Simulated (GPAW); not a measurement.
## Optical response of SiO2 (Stishovite)

Aim: the dielectric function of SiO2 (Stishovite), and the optical constants that follow from it.

Method: DFT, PBE, plane-wave PAW (GPAW data sets), scalar-relativistic, RPA, optical limit, in GPAW 26.7.0.

## (1) Set-up

The structure is tetragonal, space group P4_2/mnm (No. 136). The conventional cell has a = 4.177 Å, b = 4.177 Å, c = 2.665 Å, α = 90.00°, β = 90.00°, γ = 90.00°. Si has 6 O at 1.76 to 1.81 Å nearest. O has 3 Si at 1.76 to 1.81 Å nearest. Farther neighbours and most contacts between anions are not listed.

As a file:

```cif
data_structure
_symmetry_space_group_name_H-M 'P 1'
_symmetry_Int_Tables_number 1
_cell_length_a 4.1773
_cell_length_b 4.1773
_cell_length_c 2.6652
_cell_angle_alpha 90.000
_cell_angle_beta 90.000
_cell_angle_gamma 90.000
_cell_volume 46.51
loop_
_atom_site_label
_atom_site_type_symbol
_atom_site_fract_x
_atom_site_fract_y
_atom_site_fract_z
_atom_site_occupancy
Si1 Si 0.50000 0.50000 0.50000 1
Si2 Si 0.00000 0.00000 0.00000 1
O3 O 0.80590 0.19410 0.50000 1
O4 O 0.69410 0.69410 0.00000 1
O5 O 0.19410 0.80590 0.50000 1
O6 O 0.30590 0.30590 0.00000 1
```

## (2) Ground state

The self-consistent density comes first; it also tells whether there is a gap, which decides the occupations and the need for a Drude term.

This step: DFT, PBE, plane-wave PAW (GPAW data sets), scalar-relativistic, ground state (GPAW 26.7.0).

Contents of gs.py:

```python
from ase import Atoms
from ase.dft.bandgap import bandgap
from gpaw import GPAW, PW, FermiDirac

atoms = Atoms(['Si', 'Si', 'O', 'O', 'O', 'O'],
              cell=[[4.177300000000, 0.000000000000, 0.000000000000],
                    [0.000000000000, 4.177300000000, 0.000000000000],
                    [0.000000000000, 0.000000000000, 2.665200000000]],
              scaled_positions=[[0.500000000000, 0.500000000000, 0.500000000000],
                                [0.000000000000, 0.000000000000, 0.000000000000],
                                [0.805900000000, 0.194100000000, 0.500000000000],
                                [0.694100000000, 0.694100000000, 0.000000000000],
                                [0.194100000000, 0.805900000000, 0.500000000000],
                                [0.305900000000, 0.305900000000, 0.000000000000]],
              pbc=[True, True, True])
atoms.calc = GPAW(mode=PW(500), xc='PBE', kpts={'size': (6, 6, 8), 'gamma': True},
                  occupations=FermiDirac(0.05), maxiter=150, txt='gs.txt')
print('energy (eV)', atoms.get_potential_energy())
print('Fermi level (eV)', atoms.calc.get_fermi_level())
print('valence electrons', atoms.calc.get_number_of_electrons())
print('gap (eV)', bandgap(atoms.calc, output=None)[0])
print('direct gap (eV)', bandgap(atoms.calc, direct=True, output=None)[0])
atoms.calc.write('gs.gpw')
```

On the command line:

```
OMP_NUM_THREADS=1 python gs.py
```

Numbers of over 12 decimals in the logs are rounded to 6 here.

What it wrote:

```text
__  _  _
 | _ |_)|_||  |
 |__||  | ||/\| - 26.7.0

Versions:
  Python: 3.12.14
  ASE:    3.29.0
  Numpy:  2.5.5
  Scipy:  1.18.1
  Libxc:  7.0.0

Input parameters:
  mode=PW(ecut=500.0),
  kpts=MonkhorstPack(size=(6, 6, 8), gamma=True),
  maxiter=150,
  occupations=Occupations(name='fermi-dirac', width=0.05, fixmagmom=False),
  xc=XC(name='PBE')

Diagonalizing LCAO Hamiltonian
Converting LCAO to pw mode
    .---------.
   /|         |
  / |O        |
 *  .--Si-----.
 | /      O  /
 |/  O      /
 Si--------*

Atoms  # Å, Bohr magnetons
|   | symbol |        x |        y |        z |    initial magnetic moments |
| 0 |     Si | 2.088650 | 2.088650 | 1.332600 | ( 0.0000,  0.0000,  0.0000) |
| 1 |     Si | 0.000000 | 0.000000 | 0.000000 | ( 0.0000,  0.0000,  0.0000) |
| 2 |      O | 3.366486 | 0.810814 | 1.332600 | ( 0.0000,  0.0000,  0.0000) |
| 3 |      O | 2.899464 | 2.899464 | 0.000000 | ( 0.0000,  0.0000,  0.0000) |
| 4 |      O | 0.810814 | 3.366486 | 1.332600 | ( 0.0000,  0.0000,  0.0000) |
| 5 |      O | 1.277836 | 1.277836 | 0.000000 | ( 0.0000,  0.0000,  0.0000) |

Unit cell  # Å
| periodic |        x |        y |        z |  lengths |    angles |
|      yes | 4.177300 | 0.000000 | 0.000000 | 4.177300 | 90.000000 |
|      yes | 0.000000 | 4.177300 | 0.000000 | 4.177300 | 90.000000 |
|      yes | 0.000000 | 0.000000 | 2.665200 | 2.665200 | 90.000000 |

Number of symmetries: 8
Symmetry operations  # r_c * U_cc + t_c -> r_c
|   | kind |            matrix            |
| 0 |  E   |  1, 0, 0,  0, 1, 0,  0, 0, 1 |
| 1 |  σ   |  1, 0, 0,  0, 1, 0,  0, 0,-1 |
| 2 |  σ   |  0, 1, 0,  1, 0, 0,  0, 0, 1 |
| 3 |  C2  |  0, 1, 0,  1, 0, 0,  0, 0,-1 |
| 4 |  σ   |  0,-1, 0, -1, 0, 0,  0, 0, 1 |
| 5 |  C2  |  0,-1, 0, -1, 0, 0,  0, 0,-1 |
| 6 |  C2  | -1, 0, 0,  0,-1, 0,  0, 0, 1 |
| 7 |  i   | -1, 0, 0,  0,-1, 0,  0, 0,-1 |

BZ-sampling:
  Number of BZ points: 288
  Number of IBZ points: 65

  Monkhorst-Pack size: [6, 6, 8]
  Monkhorst-Pack shift: [0.083333, 0.083333, 0.0625]

K-points  # in reciprocal-cell coordinates
|     |                                coordinates |     weight |
|   0 | (  0.00000000,   0.00000000,   0.00000000) | 0.00347222 |
|   1 | (  0.00000000,   0.00000000,   0.12500000) | 0.00694444 |
|   2 | (  0.00000000,   0.00000000,   0.25000000) | 0.00694444 |
|   3 | (  0.00000000,   0.00000000,   0.37500000) | 0.00694444 |
|   4 | (  0.00000000,   0.00000000,   0.50000000) | 0.00347222 |
|   5 | (  0.16666667,  -0.16666667,   0.00000000) | 0.00694444 |
|   6 | (  0.16666667,  -0.16666667,   0.12500000) | 0.01388889 |
|   7 | (  0.16666667,  -0.16666667,   0.25000000) | 0.01388889 |
|   8 | (  0.16666667,  -0.16666667,   0.37500000) | 0.01388889 |
|   9 | (  0.16666667,  -0.16666667,   0.50000000) | 0.00694444 |
| ... |                                            |            |
|  64 | (  0.50000000,   0.50000000,   0.50000000) | 0.00347222 |

Plane wave coefficients: 1202
Cutoff: 500.0 eV

Spin-components: 1 (collinear spins)
Bands:           24
Projectors:      30
Spin-degeneracy: 2
Datatype:        complex128

Parallelization:
  kpt:    1
  domain: 1
  band:   1

Density:
  Valence electrons: 32.0
  Components: 1
  Grid points: [24 24 14]
  Charge: 0.0  # |e|

Potential:
  Grid points: [24 24 14]

species:
  Si:
    name:    Silicon
    id:
    Z:       14.0
    valence: 4
    core:    10
    charge:  0.0  # [|e|]
    compensation charges:
      type: gauss
      rc: 0.33  # [Å]
      lmax: 2
    cutoffs:
      filter: 1.86  # [Å]
      core: 2.06  # [Å]
    projectors
    | kind |    occ | energy [eV] | rcut [Å] |
    |   3s |  2.000 |     -10.812 |    1.058 |
    |   3p |  2.000 |      -4.081 |    1.058 |
    |    s |        |      16.399 |    1.058 |
    |    p |        |      23.130 |    1.058 |
    |    d |        |       0.000 |    1.058 |

    Using partial waves for Si as LCAO basis

  O:
    name:    Oxygen
    id:
    Z:       8.0
    valence: 6
    core:    2
    charge:  0.0  # [|e|]
    compensation charges:
      type: gauss
      rc: 0.21  # [Å]
      lmax: 2
    cutoffs:
      filter: 1.17  # [Å]
      core: 0.83  # [Å]
    projectors
    | kind |    occ | energy [eV] | rcut [Å] |
    |   2s |  2.000 |     -23.961 |    0.688 |
    |   2p |  4.000 |      -9.029 |    0.598 |
    |    s |        |       3.251 |    0.688 |
    |    p |        |      18.182 |    0.598 |
    |    d |        |       0.000 |    0.619 |

    Using partial waves for O as LCAO basis

Reference energy: -23936.097705  # eV

eigensolver:
  PPCG
  Converge bands: occupied
  niter=2

density mixing:
  MSR1-Mixer
  Pratt-step length: 0.05
  Maximum mixing coefficient: 0.75
  Old densities: 10
  SVD Regularization: 0.005
  Good broyden scale: 1.0
  Trust region scale: 1.0
  Backstep threshold: 4.0
  History deletion threshold: 6.0
  Fourier metric: weight=20.0, sigma=0.015

occupation numbers:
  Fermi-Dirac:
    width: 0.0500  # eV

poisson solver:
  ecut: 4000.0  # eV

xc functional:
  name: PBE with 2 nearest neighbor stencil

convergence criteria:
- Maximum [total energy] change in last 3 cyles: 0.0005 eV / valence electron
- Maximum integral of absolute [dens]ity change: 0.0001 electrons / valence electron
- Maximum integral of absolute [eigenst]ate change: 4e-08 eV^2 / valence electron
maximum number of iterations: 150

SCF iterations
|iter     |      energy | eigst |  dens |
|iter:   1||  -48.829088 | +0.05 |       |
|iter:   2||  -47.881226 | -1.89 | -0.76 |
|iter:   3||  -44.955385 | -1.06 | -0.81 |
|iter:   4||  -45.019086 | -2.75 | -1.41 |
|iter:   5||  -45.044632 | -3.65 | -1.75 |
|iter:   6||  -45.044756 | -5.43 | -3.01 |
|iter:   7||  -45.044772c| -6.66 | -3.46 |
|iter:   8||  -45.044772c| -8.10c| -4.27c|

Converged in 8 steps
SCF loop duration: 29.722 s (3.715 s/step)
Energy contributions relative to reference atoms: (reference = -23936.097705)

Energy contributions:
  Kinetic:          42.586584
  Coulomb:         -32.493298
  Zero:              0.018723
  External:          0.000000
  Xc:              -55.156781
  Entropy:          -0.000000
  Spinorbit:         0.000000
  ----------------------------
  Free energy:     -45.044772
  Extrapolated:    -45.044772

dipole moment: (-8.902891, -8.902891, -20.615979)  # |e|*Ang

Fermi level: 9.855
Eigenvalues  # (at kpt = [0.000, 0.000, 0.000])
| band index |      eig [eV] | occ [0-2] |
|          0 |       -13.869 |     2.000 |
|        ... |               |           |
|          8 |         3.386 |     2.000 |
|          9 |         3.635 |     2.000 |
|         10 |         5.630 |     2.000 |
|         11 |         5.630 |     2.000 |
|         12 |         6.254 |     2.000 |
|         13 |         7.881 |     2.000 |
|         14 |         7.881 |     2.000 |
|         15 |         8.745 |     2.000 |
|         16 |        14.382 |     0.000 |
|         17 |        15.479 |     0.000 |
|         18 |        17.302 |     0.000 |
|         19 |        17.302 |     0.000 |
|         20 |        19.885 |     0.000 |
|         21 |        20.478 |     0.000 |
|         22 |        23.142 |     0.000 |
|         23 |        23.142 |     0.000 |

Gap: 5.637 eV
Transition (v -> c):
  (s=0, k=0, n=15, [0.00, 0.00, 0.00]) -> (s=0, k=0, n=16, [0.00, 0.00, 0.00])
No difference between direct/indirect transitions

--- standard output ---
energy (eV) -45.044772
Fermi level (eV) 9.854997
valence electrons 32.0
gap (eV) 5.636916
direct gap (eV) 5.636916
```

Run time: 33 s. Hardware: 1 thread of Arm Neoverse V1, shared host; peak memory 0.2 GiB.

Read-outs, printed or worked out from the files:

| Item | Value |
| --- | --- |
| energy | -45.04 eV |
| Fermi energy | 9.855 eV |
| gap on the k-mesh | 5.637 eV |
| direct gap on the mesh | 5.637 eV |
| electrons | 32 |

There is a gap, 5.64 eV on this mesh (points off the mesh can give less), so no carriers' term is needed.

## (3) Bands for the response

At the fixed density, many empty bands are solved on the mesh of the response, since the spectrum sums over them.

This step: DFT, PBE, plane-wave PAW (GPAW data sets), scalar-relativistic, bands at fixed density (GPAW 26.7.0).

Contents of nscf.py:

```python
from ase.dft.bandgap import bandgap
from gpaw import GPAW, FermiDirac

calc = GPAW('gs.gpw').fixed_density(kpts={'size': (7, 7, 11), 'gamma': True}, nbands=46, convergence={'bands': 40},
                                    occupations=FermiDirac(0.001), txt='nscf.txt')
print('gap (eV)', bandgap(calc, output=None)[0])
print('direct gap (eV)', bandgap(calc, direct=True, output=None)[0])
print('top band over the Fermi level (eV)', min(calc.get_eigenvalues(kpt=k)[39] for k in range(len(calc.get_ibz_k_points()))) - calc.get_fermi_level())
calc.write('full.gpw', mode='all')
```

On the command line:

```
OMP_NUM_THREADS=1 python nscf.py
```

What it wrote:

```text
Diagonalizing LCAO Hamiltonian
Converting LCAO to pw mode
convergence criteria:
- Maximum integral of absolute [eigenst]ate change: 4e-08 eV^2 / valence electron
maximum number of iterations: 150

SCF iterations
|iter     |      energy | eigst |  dens |
|iter:   1||             | +3.18 |       |
|iter:   2||             | +1.98 |       |
|iter:   3||             | +0.95 |       |
|iter:   4||             | -0.11 |       |
|iter:   5||             | -1.11 |       |
|iter:   6||             | -2.08 |       |
|iter:   7||             | -2.99 |       |
|iter:   8||             | -3.88 |       |
|iter:   9||             | -4.75 |       |
|iter:  10||             | -5.64 |       |
|iter:  11||             | -6.46 |       |
|iter:  12||             | -7.24 |       |
|iter:  13||             | -7.84c|       |
SCF steps: 13
  __  _  _
 | _ |_)|_||  |
 |__||  | ||/\| - 26.7.0

Versions:
  Python: 3.12.14
  ASE:    3.29.0
  Numpy:  2.5.5
  Scipy:  1.18.1
  Libxc:  7.0.0

Input parameters:
  mode=PW(ecut=500.0),
  convergence={'bands': 40},
  gpts=array([24, 24, 14]),
  kpts=MonkhorstPack(size=(7, 7, 11), gamma=True),
  maxiter=150,
  nbands=46,
  occupations=Occupations(name='fermi-dirac', width=0.001, fixmagmom=False),
  parallel={},
  xc=XC(name='PBE')

--- standard output ---
gap (eV) 5.636916
direct gap (eV) 5.636916
top band over the Fermi level (eV) 27.003669
```

It took 2 min on 1 thread; peak memory 0.28 GiB.

## (4) Dielectric function, RPA

Local fields let the induced charge screen the field inside the cell, which as a rule lowers ε, most along directions where the density is uneven.

This step: DFT, PBE, plane-wave PAW (GPAW data sets), scalar-relativistic, RPA, optical limit (GPAW 26.7.0).

Contents of df.py:

```python
from gpaw.response.df import DielectricFunction

df = DielectricFunction('full.gpw', frequencies={'type': 'nonlinear', 'domega0': 0.03, 'omega2': 8},
                        ecut=50,
                        eta=0.15,
                        nbands=40,
                        txt='df.txt')
for direction in ['x', 'z']:
    df.get_dielectric_function(xc='RPA', direction=direction, filename=f'df_{direction}.csv')
```

On the command line:

```
OMP_NUM_THREADS=1 python df.py
```

What it wrote:

```text
Using integrator: PointIntegrator
NonLinearFrequencyDescriptor(from 0.000 to 53.489 eV, 474 points)
Nonperiodic BCs:  [False False False]
Using integrator: PointIntegrator
NonLinearFrequencyDescriptor(from 0.000 to 53.489 eV, 474 points)
Nonperiodic BCs:  [False False False]

Calculating chi0 body with:
    Ground state adapter containing:
    Number of spins: 1
    Number of kpoints: 539
    Number of irreducible kpoints: 96
    Number of completely occupied states: 16
    Number of partially occupied states: 16

    Linear response parametrization:
    q_c: [0.0, 0.0, 0.0]
    Number of frequency points: 474
    Planewave cutoff: 50.0
    Number of bands: 40
    Number of planewaves: 39
    Broadening (eta): 0.15

Integrating chi0 body.

Symmetries of q_c:
    Direct symmetries (Uq -> q): 8
    Indirect symmetries (TUq -> q): 0
In total 8 allowed symmetries.

96 groups of equivalent kpoints. 82.189239% reduction.

Integral kind: spectral function

Calculating chi0 optical extensions with:
    Ground state adapter containing:
    Number of spins: 1
    Number of kpoints: 539
    Number of irreducible kpoints: 96
    Number of completely occupied states: 16
    Number of partially occupied states: 16

    Linear response parametrization:
    Number of frequency points: 474
    Planewave cutoff: 50.0
    Number of bands: 40
    Number of planewaves: 39
    Broadening (eta): 0.15
Integrating chi0 head and wings.

Symmetries of q_c:
    Direct symmetries (Uq -> q): 8
    Indirect symmetries (TUq -> q): 0
In total 8 allowed symmetries.

96 groups of equivalent kpoints. 82.189239% reduction.

Integral kind: spectral function wings
```

It took 19 s on 1 thread; peak memory 0.25 GiB.

Numbers from this step:

```
electronic dielectric constant ε∞, mean over x, y and z (by symmetry where fewer were run) : 3.263
```

Some rows of df_x.csv (energy; Re and Im without local fields; Re and Im with them):

```text
0.000000, 3.309838, 0.000000, 3.208045, 0.000000
0.429336, 3.312266, 0.001700, 3.210373, 0.001630
0.878195, 3.320042, 0.003510, 3.217831, 0.003367
1.347938, 3.334083, 0.005480, 3.231303, 0.005260
1.840057, 3.355607, 0.007680, 3.251969, 0.007377
2.356191, 3.386279, 0.010209, 3.281448, 0.009818
2.898142, 3.428435, 0.013223, 3.322025, 0.012739
3.467895, 3.485500, 0.016981, 3.377069, 0.016401
4.067647, 3.562796, 0.021960, 3.451856, 0.021288
4.699832, 3.669411, 0.029198, 3.555480, 0.028463
5.367152, 3.823748, 0.041793, 3.706569, 0.041110
6.072622, 4.079215, 0.085177, 3.959962, 0.084994
6.819608, 4.431004, 0.359787, 4.313731, 0.370054
7.611886, 4.546008, 0.708413, 4.411105, 0.742290
8.453705, 4.815826, 0.870246, 4.634897, 0.914048
9.349861, 5.147601, 1.847956, 4.980760, 1.888116
10.305790, 4.666723, 2.094821, 4.281222, 2.274104
11.327680, 5.392441, 2.663687, 4.722490, 2.514797
12.422601, 4.007693, 4.713590, 3.547462, 4.313865
13.598673, 3.365581, 4.509582, 2.942027, 3.750420
```

[end of part 1 of 2]

[Machine, clock and banner lines and Python warnings are left out of the logs.]

[Logs are printed without paths, hosts, clocks, repeated set-up lines and the standing remarks that a program may print on its own settings, such as how far it seeks lower states.]

[Hosts, paths, dates, database ids (printed as entryN), source tags and the programs' standing remarks are cut or masked in the printed files.]
